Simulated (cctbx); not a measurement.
# Which space group?

Cell: a = 11.2920 Å, b = 11.2920 Å, c = 20.0970 Å, α = 90.00°, β = 90.00°, γ = 90.00°. Expected content of the cell: Ce16 Se64 As16.

The data are simulated with cctbx, not measured: Mo Kα, λ = 0.71073 Å, to d = 0.6 Å, 70 % of the full sphere, strongest reflection 20000 counts, noise from counting, a 2 % proportional error and a noise floor of 8 counts (s.d.); no absorption, some extinction.

A first pass over the reflections prints:

```text
34852 reflections to d = 0.600 A
centring   violations  <I/sigma> of those
    A       2422 of 17462      1.8
    B       2406 of 17409      1.8
    C       3882 of 17365      2.9
    I          0 of 17454     -0.0
    R       5012 of 23321      3.4
    F       4355 of 26118      2.2
Laue class    unique    Rint  (classes that these axes allow; Friedel mates merged)
I 1 2/m 1        6402   0.043
I 1 1 2/m        6284   0.043
I 2/m 1 1        6362   0.043
I m m m          3424   0.047
I 4/m            3191   0.047
I 4/m m m        1812   0.049
space group    extra absences  I>4sigma  <I/sigma>
I 4 2 2                 0          0         -  acentric
I 41 2 2               11          0       0.2  acentric
I 4 m m                 0          0         -  acentric
I 4 c m               691          0      -0.0  acentric
I 41 m d              494          0       0.0  acentric
I 41 c d             1185          0       0.0  acentric
I -4 m 2                0          0         -  acentric
I -4 c 2              691          0      -0.0  acentric
I -4 2 m                0          0         -  acentric
I -4 2 d              494          0       0.0  acentric
I 4/m m m               0          0         -  centric
I 4/m c m             691          0      -0.0  centric
I 41/a m d :1         661          0       0.0  centric
I 41/a m d :2         661          0       0.0  centric
I 41/a c d :1        1352          0      -0.0  centric
I 41/a c d :2        1352          0      -0.0  centric
Wilson B = 1.29 A^2   <|E^2-1|> = 1.046 (0.968 centric, 0.736 acentric)   E^2>4: 5.0 %
shell (A)         n   <I/sigma>
10.05 - 1.20    262     34.4
 1.20 - 0.95    233     25.9
 0.95 - 0.83    224     23.5
 0.83 - 0.76    214     18.6
 0.76 - 0.70    223     14.9
 0.70 - 0.66    221     14.7
 0.66 - 0.63    215      9.3
 0.63 - 0.60    220      9.2
```

**Question.** What are the lattice type, the Laue class and the likely space group?

The reflections that I centring forbids are absent (⟨I/σ⟩ near 0), so the lattice is I.

Rint stays low (0.043 to 0.049) up to I 4/m m m, the highest class in these axes.

16 settings pass the absence test. The most absences obeyed, 1352, belong to I 41/a c d alone.

⟨|E²−1|⟩ = 1.046 leans to a centrosymmetric structure. The Wilson B of 1.29 Å² means U ≈ 0.0163 Å².

The true group is I4_1/acd (no. 142, origin choice 1), Laue class 4/mmm, centrosymmetric. The tables fix it.

This is a model crystal, built by substitution and not relaxed, with assumed displacement parameters.

[Logs are printed without paths, hosts, clocks, repeated set-up lines and the standing remarks that a program may print on its own settings, such as how far it seeks lower states.]
